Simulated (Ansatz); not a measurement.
Rows from a G0W0 calculation on CsPbBr3 (Pm-3m) (Ansatz 0.2.0; G0W0 on PBE, plane waves, PAW; 4×4×4 mesh, 408 empty bands, screening to 90 eV, hard PAW files), in eV. Spin-orbit coupling is left out.

| row | k | band | start | Σx | Σc at the solution | Vxc |
| --- | --- | --- | --- | --- | --- | --- |
| A | (-0.500, -0.500, -0.500) | v1 | 4.610 | -19.123 | 1.014 | -17.564 |
| B | (-0.500, -0.500, -0.500) | c1 | 6.297 | -7.987 | -3.174 | -11.552 |
| C | (-0.500, -0.500, -0.500) | v2 | 3.158 | -19.526 | 2.744 | -15.711 |

Question: Work out each quasiparticle level and how far it moved.

The quasiparticle equation reads E = start + Σx + Σc(E) − Vxc.

| row | E (eV) | shift (eV) |
| --- | --- | --- |
| A | 4.065 | −0.545 |
| B | 6.688 | +0.391 |
| C | 2.088 | −1.070 |

The gap over the computed points goes from 1.69 eV to 2.62 eV.

Limits: not at the basis limit; no spin-orbit coupling.

[Runs of the session that timed out or met a known fault of the program may be left out.]

[Cells called generated may have been cut or substituted from an entry of the Crystallography Open Database or the Materials Project.]

[Hosts, paths, dates, database ids (printed as entryN), source tags and the programs' standing remarks are cut or masked in the printed files.]
